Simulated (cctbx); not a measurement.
**What resolution and counting buy: Eu2MgRuO6**

Space group Fm-3m (no. 225), a = 7.7660 Å, b = 7.7660 Å, c = 7.7660 Å, α = 90.00°, β = 90.00°, γ = 90.00°.

| atom | mult. | x | y | z | Ueq (Å²) |
| --- | --- | --- | --- | --- | --- |
| Eu1 | 8 | 1/4 | 1/4 | 3/4 | 0.0083 |
| Ru1 | 4 | 0 | 0 | 0 | 0.0061 |
| Mg1 | 4 | 1/2 | 0 | 0 | 0.0126 |
| O1 | 24 | 0.7484 | 0 | 0 | 0.0131 |

The model was made for the exercise: a known structure type with other elements put in, its volume estimated, not relaxed; displacement parameters are assumed.

Five simulated data sets (cctbx; Ag Kα, λ = 0.56087 Å; 6 % proportional error) differ in resolution or exposure (noise floor 2 counts in the first three, 8 in the last two). Each is refined with the right model, isotropic at 1.1 Å and anisotropic otherwise. How do the figures of merit and the uncertainties move?

| d min (Å) | top counts | ⟨I/σ⟩ (unmerged, absences included) | unique | param. (scale apart) | Rint | R1 | GooF | largest s.u. xyz (fractional) | s.u. U of O1 (Å²) | largest error (Å) |
| --- | --- | --- | --- | --- | --- | --- | --- | --- | --- | --- |
| 1.1 | 40000 | 3.4 | 19 | 5 | 0.047 | 0.0059 | 0.72 | 0.00023 | 0.0012 | 0.0047 |
| 0.84 | 40000 | 3.6 | 38 | 6 | 0.049 | 0.0084 | 0.97 | 0.00017 | 0.0017 | 0.0003 |
| 0.6 | 40000 | 3.1 | 83 | 6 | 0.048 | 0.0083 | 0.96 | 0.00010 | 0.0007 | 0.0003 |
| 0.75 | 300 | 0.6 | 50 | 6 | 0.252 | 0.0299 | 0.90 | 0.00638 | 0.0149 | 0.0982 |
| 0.75 | 3000 | 1.8 | 50 | 6 | 0.071 | 0.0124 | 0.95 | 0.00080 | 0.0023 | 0.0105 |

The number of reflections grows roughly as 1/d³: 19, 38 and 83 here. R1 follows the noise rather than the truth: at 300 counts it is 0.0299, at 3000 counts 0.0124, while GooF is 0.90 and 0.95: the weights 1/σ² carry the noise. The s.u. of U (U11 where anisotropic) for O1 goes 0.0012, 0.0017, 0.0007 Å² with resolution and 0.0149, 0.0023 Å² with exposure.

Hardware for the 0.6 Å refinement: 0.43 s on 1 thread of Arm Neoverse V2 (shared host), peak memory 0.09 GiB.
